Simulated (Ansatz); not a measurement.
# From PBE to G0W0: C2S3 (P2_1/c), part 2 of 2

Wanted: the gap of C2S3 (P2_1/c) with a many-body correction, and the time that it takes.

Ansatz 0.2.0; PBE, then G0W0 on it, plane waves, PAW. Known limits of the many-body steps: finite bands, screening cutoff and k mesh; no spin-orbit coupling in G0W0; screening cutoff under 40 eV in some runs.

So far. Step 3 (Bands along the symmetry lines): Over mesh and path the gap is 1.590 eV, from k = (-0.500, 0.100, 0.000) to k = Γ. The least direct gap found is 1.607 eV, at k = (-0.500, 0.150, 0.000). On the 4×4×2 mesh alone the same run gives 1.592 eV, so that mesh misses an edge of PBE: 1.592 − 1.590 = +0.002 eV.

In doubt: masses and optical values from hybrid runs of this build are listed as unsure (in some of the runs), which bears on the screening that GW takes from such a start.

**4. One-shot GW**

G0W0 replaces the xc potential by a self-energy built once from the orbitals of the start. Levels are corrected in the window of bands that the input names, at points of the mesh.

This step: G0W0 on PBE, plane waves, PAW; PAW set soft_1.

Input file input.yaml:

```yaml
crystal:
  lattice:
    - [5.805, 0.0, 0.0]
    - [0.0, 6.6377, 0.0]
    - [-3.5391430821, 0.0, 10.1819277854]
  atoms:
    - { symbol: C, position: [0.4275340412, 0.9956591813, 0.0389019337] }
    - { symbol: C, position: [0.5724659588, 0.4956591813, 0.4610980663] }
    - { symbol: C, position: [0.5724659588, 0.0043408187, 0.9610980663] }
    - { symbol: C, position: [0.4275340412, 0.5043408187, 0.5389019337] }
    - { symbol: C, position: [0.2857765633, 0.3123523348, 0.8947240389] }
    - { symbol: C, position: [0.7142234367, 0.8123523348, 0.6052759611] }
    - { symbol: C, position: [0.7142234367, 0.6876476652, 0.1052759611] }
    - { symbol: C, position: [0.2857765633, 0.1876476652, 0.3947240389] }
    - { symbol: S, position: [0.2143970329, 0.1860506622, 0.019479966] }
    - { symbol: S, position: [0.7856029671, 0.6860506622, 0.480520034] }
    - { symbol: S, position: [0.7856029671, 0.8139493378, 0.980520034] }
    - { symbol: S, position: [0.2143970329, 0.3139493378, 0.519479966] }
    - { symbol: S, position: [0.5239473935, 0.2046179098, 0.852551854] }
    - { symbol: S, position: [0.4760526065, 0.7046179098, 0.647448146] }
    - { symbol: S, position: [0.4760526065, 0.7953820902, 0.147448146] }
    - { symbol: S, position: [0.5239473935, 0.2953820902, 0.352551854] }
    - { symbol: S, position: [0.1369031152, 0.5137988273, 0.8191576789] }
    - { symbol: S, position: [0.8630968848, 0.0137988273, 0.6808423211] }
    - { symbol: S, position: [0.8630968848, 0.4862011727, 0.1808423211] }
    - { symbol: S, position: [0.1369031152, 0.9862011727, 0.3191576789] }
kpoints:
  mp_grid: { grid: [4, 2, 2] }
hamiltonian:
  xc: pbe
  pseudopotentials: { kind: paw, azcp: { folder: soft_1 } }
scf:
  occupations: { method: fixed }
gw:
  n_empty_bands: 1027
  ecut_chi: 110.0
  qp_bands: [v4, c4]
  qp_kpoints: band_edges
  screening: { model: contour_deformation }
```

Run with:

```console
> ansatz run input.yaml --threads 2 --pin off --max-ram 92160MiB --backend cuda --events-out ev --progress --plain --runs-dir out --devices 1 --max-vram 13GiB
```

Numbers of over 12 decimals in the logs are rounded to 6 here.

Log:

```text
GPUs: using 1 of 1 available (devices: 1).
[...]
GPU FFT provider: cuFFT
GPU libraries: cuBLAS 13.8.2, cuFFT 12.4.0, cuSOLVER 12.3.4
Crystal: 20 atoms, lattice volume = 392.328 Å³
Basis set: ecut = 420 eV, 7669 PW (Γ)
Bands: 72, of which v1, the nominal top of the filled ones, is band 52 counted from 1 (51 counted from 0)
Symmetry: 4 space group operations
[...]
k-points: 12 of 16
[...]
GPU buffer pool allocated for 135000 grid points (all kernels)
[...]
SCF iter   1: F=—  HF=-12831.854391 eV  |F-HF|=—  |Δ(HF+E_count)|=         —  Δρ=6.93e-2  dr2=2.35e1  ethr=3.10e-3  ⟨swp⟩=5.0  Hψ=3668  notcnv=0  defer=206
[...]
SCF iter  10: F=-12825.503343 eV  HF=-12825.503343 eV  |F-HF|=1.78e-8  |Δ(HF+E_count)|=   4.41e-7  Δρ=1.84e-6  dr2=1.93e-8  ethr=9.62e-11  ⟨swp⟩=15.5  Hψ=5089  notcnv=0
SCF 1 converged in 10 iterations: F = -12825.503343 eV  dr2 = 1.93e-8
[...]
the band table was solved once the SCF had ended and its energy, with any forces and stress, was formed, with the checks that follow a solve (3870 applications of the Hamiltonian). They found nothing against the state; the energy, forces and stress were not computed again (output.eigenvalues in the input reference)
[...]
G₀W₀ screening: q 1/12
[... further progress lines ...]
[...]
SCF converged after 10 iterations
Free energy (F): -12825.503343 eV
[...]
Internal energy: -12825.503343 eV  (E = F + TS)
E sigma→0 (E₀):  -12825.503343 eV
Fermi energy:    3.708623 eV
[...]
--- Band table (eV; the first three rows and the last of 12) ---
  k-point 0: bands = [... 48 lower, 2.9785, 3.2736, 3.3390, 3.5288, 5.3001, 5.9294, 6.0126, 6.0954, ... 16 higher]
  k-point 1: bands = [... 48 lower, 3.1309, 3.1309, 3.5064, 3.5064, 5.5712, 5.5712, 6.1759, 6.1759, ... 16 higher]
  k-point 2: bands = [... 48 lower, 3.2054, 3.2054, 3.4980, 3.4980, 5.7342, 5.7342, 6.0934, 6.0934, ... 16 higher]
  k-point 11: bands = [... 48 lower, 2.9506, 2.9506, 3.4785, 3.4785, 5.4818, 5.4818, 5.7379, 5.7379, ... 16 higher]
--- G₀W₀: contour deformation, 6 samples at zero and on the imaginary axis and 1 off it, 16 q-points, 1027 empty bands' worth ---
  eigenvalues of the whole cell's RPA ε∞ on this k-mesh (on a slab, of 1 + 4πα/V) = 4.1091, 4.6619, 5.0432; static W/v taken at q = 0 is 0.210326
  bands read: the sum over 1079 bands ends inside a degenerate multiplet in 8 slots, whose members it reads at an even weight; the widest, k=1: bands 1079 to 1080 (counted from 1) at 1/2 each
  gw.qp_kpoints: band_edges: 12 of 12 stored k-points solved, in 1 pass; an edge of the gap read off the rows below is read off those points alone
    ik  band        ε_KS         Σx   Σc(E_QP)       V_xc       Z   E_QP_lin       E_QP  E_QP is
     0    49      2.9785   -17.8130     2.1907   -14.9044  0.7118     2.2376     2.2606  root
     0    50      3.2736   -16.5125     1.4576   -14.4550  0.7267     2.6634     2.6737  root
     0    51      3.3390   -17.9736     2.0961   -15.1518  0.7225     2.5943     2.6134  root
     0    52      3.5288   -16.7323     1.3396   -14.7792  0.7312     2.9063     2.9155  root
     0    53      5.3001    -9.7577    -3.3437   -13.7161  0.7375     5.9237     5.9146  root
     0    54      5.9294   -10.1356    -3.7509   -14.5535  0.7172     6.6145     6.5963  root
     0    55      6.0126    -9.6836    -3.9344   -14.3113  0.7262     6.7254     6.7059  root
     0    56      6.0954   -10.0876    -3.7577   -14.4859  0.7292     6.7528     6.7361  root
     1    49      3.1309   -17.9361     2.2769   -14.9042  0.7177     2.3526     2.3759  root
     1    50      3.1309   -17.9361     2.2769   -14.9042  0.7177     2.3526     2.3759  root
     1    51      3.5064   -16.7480     1.3628   -14.7853  0.7295     2.8974     2.9065  root
     1    52      3.5064   -16.7480     1.3628   -14.7853  0.7295     2.8974     2.9065  root
     1    53      5.5712   -10.0112    -3.4713   -14.1077  0.7323     6.2077     6.1964  root
     1    54      5.5712   -10.0112    -3.4713   -14.1077  0.7323     6.2077     6.1964  root
     1    55      6.1759   -10.0181    -3.9052   -14.5881  0.7164     6.8637     6.8408  root
     1    56      6.1759   -10.0181    -3.9052   -14.5881  0.7164     6.8637     6.8408  root
     2    49      3.2054   -18.0437     2.3200   -14.9651  0.7174     2.4241     2.4468  root
     2    50      3.2054   -18.0437     2.3200   -14.9651  0.7174     2.4241     2.4468  root
     2    51      3.4980   -16.5274     1.3747   -14.5312  0.7282     2.8666     2.8766  root
     2    52      3.4980   -16.5274     1.3747   -14.5312  0.7282     2.8666     2.8766  root
     2    53      5.7342   -10.0375    -3.6048   -14.3021  0.7269     6.4082     6.3940  root
     2    54      5.7342   -10.0375    -3.6048   -14.3021  0.7269     6.4082     6.3940  root
     2    55      6.0934   -10.1164    -3.7842   -14.5364  0.7225     6.7469     6.7291  root
     2    56      6.0934   -10.1164    -3.7842   -14.5364  0.7225     6.7469     6.7291  root
     3    49      3.0807   -17.8308     2.3490   -14.7275  0.7135     2.3018     2.3264  root
     3    50      3.0807   -17.8308     2.3490   -14.7275  0.7135     2.3018     2.3264  root
     3    51      3.4726   -16.4859     1.3831   -14.4775  0.7283     2.8371     2.8474  root
     3    52      3.4726   -16.4859     1.3831   -14.4775  0.7283     2.8371     2.8474  root
     3    53      5.7170    -9.9194    -3.5749   -14.1393  0.7298     6.3749     6.3620  root
     3    54      5.7170    -9.9194    -3.5749   -14.1393  0.7298     6.3749     6.3620  root
     3    55      6.0490    -9.9081    -3.8156   -14.3705  0.7248     6.7133     6.6958  root
     3    56      6.0490    -9.9081    -3.8156   -14.3705  0.7248     6.7133     6.6958  root
     4    49      3.0548   -17.6702     2.3204   -14.5954  0.7140     2.2752     2.3003  root
     4    50      3.1372   -17.8724     2.2231   -14.9045  0.7179     2.3698     2.3925  root
     4    51      3.3613   -16.7527     1.4400   -14.6945  0.7287     2.7328     2.7432  root
     4    52      3.5475   -16.7333     1.3127   -14.8333  0.7302     2.9518     2.9603  root
     4    53      5.3485    -9.7350    -3.4058   -13.7606  0.7359     5.9779     5.9682  root
     4    54      5.7210    -9.8227    -3.6359   -14.1092  0.7286     6.3852     6.3717  root
     4    55      5.7546    -9.4784    -3.8009   -13.9530  0.7324     6.4431     6.4283  root
     4    56      5.8976    -9.9294    -3.6684   -14.2239  0.7330     6.5368     6.5237  root
[...]
10    53      5.3920    -9.2964    -3.5362   -13.4476  0.7400     6.0165     6.0069  root
    10    54      5.3920    -9.2964    -3.5362   -13.4476  0.7400     6.0165     6.0069  root
    10    55      5.8883   -10.1055    -3.6891   -14.4534  0.7243     6.5630     6.5471  root
    10    56      5.8883   -10.1055    -3.6891   -14.4534  0.7243     6.5630     6.5471  root
    11    49      2.9506   -17.7896     2.4131   -14.6220  0.7102     2.1692     2.1961  root
    11    50      2.9506   -17.7896     2.4131   -14.6220  0.7102     2.1692     2.1961  root
    11    51      3.4785   -16.7176     1.4083   -14.6814  0.7287     2.8404     2.8507  root
    11    52      3.4785   -16.7176     1.4083   -14.6814  0.7287     2.8404     2.8507  root
    11    53      5.4818    -9.4394    -3.5510   -13.5983  0.7373     6.0996     6.0896  root
    11    54      5.4818    -9.4394    -3.5510   -13.5983  0.7373     6.0996     6.0896  root
    11    55      5.7379    -9.7125    -3.6541   -14.0239  0.7316     6.4087     6.3952  root
    11    56      5.7379    -9.7125    -3.6541   -14.0239  0.7316     6.4087     6.3952  root
```

Run time: 74 s. Hardware: 1 × NVIDIA H100 80GB HBM3 (shared by 6 runs) with 2 threads of AMD EPYC 7R13 (Zen 3), shared host; peak memory 4.6 GiB; 2 min of CPU time.

Numbers from this step:

```yaml
bands_summed: 1079
rpa_eps_infinity_on_this_mesh_eigenvalues: 4.109, 4.662, 5.043
plane_waves_in_the_screening_matrix: 1033
q_points_in_the_mesh: 16
g0w0_gap_over_the_corrected_points: 2.804 eV
k_of_the_valence_top: -0.5, 0, 0
k_of_the_conduction_bottom: 0, 0, 0
starting_gap_on_the_mesh: 1.591 eV
z_at_the_valence_top: 0.7318
z_at_the_conduction_bottom: 0.7375
least_direct_g0w0_gap_over_the_corrected_points: 2.842 eV
```

Over all 12 irreducible mesh points the G0W0 gap is 2.804 eV, from k = (-0.500, 0.000, 0.000) to k = Γ. The PBE gap of this run on the mesh is 1.591 eV. The two states that bound the G0W0 gap lie that far apart at the start, so the correction of the gap is 2.804 − 1.591 = +1.213 eV. The start of this run differs from the step before in mesh (4×4×2 and 4×2×2).

Labels follow the order of the start: v1 is the top filled band, c1 the lowest empty one; levels that stay degenerate share a row, the window can cut a multiplet, doubted levels are not marked in this list, bands outside the window were not corrected, and the list may be a part of the corrected levels. Levels before and after the correction, in eV, zero at the valence-band top of each column:

|  | conduction bottom | valence top |
| --- | --- | --- |
| Kohn-Sham | 1.59 | 0.00 |
| G0W0 | 2.80 | 0.00 |

|  | level | occupation | energy (eV) |
| --- | --- | --- | --- |
| Kohn-Sham | Γ v3 | 2 | -0.435 |
| Kohn-Sham | Γ v2 | 2 | -0.370 |
| Kohn-Sham | Γ v1 | 2 | -0.180 |
| Kohn-Sham | Γ c1 | 0 | 1.591 |
| Kohn-Sham | Γ c2 | 0 | 2.221 |
| Kohn-Sham | Γ c3 | 0 | 2.304 |
| Kohn-Sham | (-0.5 0 0) v3 | 2 | -0.636 |
| Kohn-Sham | (-0.5 0 0) v2 | 2 | -0.510 |
| Kohn-Sham | (-0.5 0 0) v1 | 2 | 0.000 |
| Kohn-Sham | (-0.5 0 0) c1 | 0 | 1.618 |
| Kohn-Sham | (-0.5 0 0) c2 | 0 | 1.812 |
| Kohn-Sham | (-0.5 0 0) c3 | 0 | 1.888 |
| G0W0 | Γ v3 | 2 | -0.437 |
| G0W0 | Γ v2 | 2 | -0.497 |
| G0W0 | Γ v1 | 2 | -0.195 |
| G0W0 | Γ c1 | 0 | 2.804 |
| G0W0 | Γ c2 | 0 | 3.485 |
| G0W0 | Γ c3 | 0 | 3.595 |
| G0W0 | (-0.5 0 0) v3 | 2 | -0.658 |
| G0W0 | (-0.5 0 0) v2 | 2 | -0.652 |
| G0W0 | (-0.5 0 0) v1 | 2 | 0.000 |
| G0W0 | (-0.5 0 0) c1 | 0 | 2.842 |
| G0W0 | (-0.5 0 0) c2 | 0 | 3.016 |
| G0W0 | (-0.5 0 0) c3 | 0 | 3.129 |

The parts of the quasiparticle energy for the two states that bound the G0W0 gap, in eV on the run's own scale (QP = start + Σx + Σc − Vxc, with Σc at the quasiparticle energy):

| edge | k | band | start | Σx | Σc | Vxc | Z | QP |
| --- | --- | --- | --- | --- | --- | --- | --- | --- |
| valence top | (-0.500, 0.000, 0.000) | 52 | 3.709 | −16.885 | 1.269 | −15.018 | 0.732 | 3.111 |
| conduction bottom | Γ | 53 | 5.300 | −9.758 | −3.344 | −13.716 | 0.738 | 5.915 |

**5. The runs together**

Each gap is the least one over the points named; times are wall times on shared hosts, not benchmarks. A G0W0 time includes the run's own self-consistent start. Rows marked * are further runs, not shown as steps, whose inputs differ from the G0W0 step on the same start in the columns given; solver thresholds can differ too.

| level | mesh | files, cutoff | bands summed, screening | points | gap (eV) | valence top | conduction bottom | least direct gap (eV) | time |
| --- | --- | --- | --- | --- | --- | --- | --- | --- | --- |
| PBE | 4×4×2 | soft_1 PAW, 420 eV | - | mesh and path | 1.590 | (-0.500, 0.100, 0.000) | Γ | 1.607 | 16 s |
| G0W0@PBE* | 4×2×2 | soft_1 PAW, 420 eV | 220, 33 eV | all 12 irreducible mesh points | 2.802 | (-0.500, 0.000, 0.000) | Γ | 2.812 | 26 s |
| G0W0@PBE* | 4×2×2 | soft_1 PAW, 420 eV | 529, 66 eV | all 12 irreducible mesh points | 2.796 | (-0.500, 0.000, 0.000) | Γ | 2.822 | 50 s |
| G0W0@PBE | 4×2×2 | soft_1 PAW, 420 eV | 1079, 110 eV | all 12 irreducible mesh points | 2.804 | (-0.500, 0.000, 0.000) | Γ | 2.842 | 74 s |
| G0W0@PBE* | 2×2×2 | soft_1 PAW, 420 eV | 529, 66 eV | all 8 irreducible mesh points | 2.795 | (-0.500, 0.000, 0.000) | Γ | 2.820 | 33 s |
| G0W0@PBE* | 4×2×2 | soft_1 PAW, 420 eV | 1079, 110 eV, plasmon pole | all 12 irreducible mesh points | 2.876 | (-0.500, 0.000, 0.000) | Γ | 2.901 | 2.6 min |

**6. Outcome**

| Item | Value |
| --- | --- |
| PBE gap over mesh and path | 1.590 eV, from k = (-0.500, 0.100, 0.000) to k = Γ |
| G0W0@PBE gap over all 12 irreducible mesh points | 2.804 eV, from k = (-0.500, 0.000, 0.000) to k = Γ |
| GW settings | 4×2×2 mesh, 1027 empty bands, screening to 110 eV, PAW set soft_1 files |
| known limits | finite bands, screening cutoff and k mesh; no spin-orbit coupling in G0W0; screening cutoff under 40 eV in some runs |

**Reading.** Over all 12 irreducible mesh points the G0W0 gap is 2.804 eV, from k = (-0.500, 0.000, 0.000) to k = Γ. The PBE gap of this run on the mesh is 1.591 eV. The two states that bound the G0W0 gap lie that far apart at the start, so the correction of the gap is 2.804 − 1.591 = +1.213 eV. The valence state moves by 3.111 − 3.709 = −0.598 eV and the conduction state by 5.915 − 5.300 = +0.615 eV, on the run's own scale; with 220 bands the edge states move by +0.061 and +1.272 eV, so the split between the edges depends on the bands and cutoff. Over mesh and path, PBE puts the valence top at k = (-0.500, 0.100, 0.000), where no G0W0 correction was computed. The G0W0 gap over the whole zone is therefore not known from this run; at its settings it can only be equal to or under the 2.804 eV found, and no correction is carried over from another point. For the start itself the gap is 1.590 eV over mesh and path and 1.591 eV on the mesh of the G0W0 run, in runs that differ in mesh (4×4×2 and 4×2×2). From 220 bands and 33 eV to 1079 bands and 110 eV the gap moves by 2.804 − 2.802 = +0.002 eV (rung by rung 2.802, 2.796, 2.804 eV); bands and screening cutoff rise together, so their parts are not told apart. The three highest rungs (2.802, 2.796, 2.804 eV) lie within 0.01 eV and show no trend, so no line is drawn. With the 2×2×2 mesh in place of the 4×2×2 mesh and all else as in the G0W0@PBE row with 529 bands, the gap differs by 2.795 − 2.796 = −0.001 eV, and that of the start by 1.590 − 1.591 = −0.001 eV. With the plasmon pole model in place of the contour deformation model and all else as in the G0W0@PBE row with 1079 bands, the gap differs by 2.876 − 2.804 = +0.072 eV. G0W0 on other starts in this series, not shown as steps and not all at these settings: 3.214 eV on HSE06 (4×2×2, soft_1 PAW, 1079 bands, 110 eV) and 2.707 eV on LDA (4×2×2, soft_1 PAW, 1079 bands, 110 eV). The G0W0 runs are scalar-relativistic. G0W0@PBE runs of this series with other atomic data on the same mesh, not shown as steps, give 2.807 eV (hard PAW, 820 eV, 1575 bands, screening to 143 eV); where bands and cutoffs differ too, the part of the files is not isolated. A screening cutoff under 40 eV is crude: G0W0@PBE with 220 bands at 33 eV.

[Paths, hosts, dates, memory and timing lines, banners, echoed tables and standing remarks are left out of the program output.]

[Logs are printed without paths, hosts, clocks, repeated set-up lines and the standing remarks that a program may print on its own settings, such as how far it seeks lower states.]

[Runs of the session that timed out or met a known fault of the program may be left out.]

[Cells called generated may have been cut or substituted from an entry of the Crystallography Open Database or the Materials Project.]

[Hosts, paths, dates, database ids (printed as entryN), source tags and the programs' standing remarks are cut or masked in the printed files.]

[Where an RPA ε∞ is given, it is that of the G0W0 mesh and is not shown converged in it. Names of k-points follow the symmetry that the program found, which can be lower than the space group named. Band edges on a path are those of the sampled points; other points can move an edge, and change direct to indirect where valleys lie close.]

[Hybrid gaps are those of their k-mesh and are not shown converged in it.]
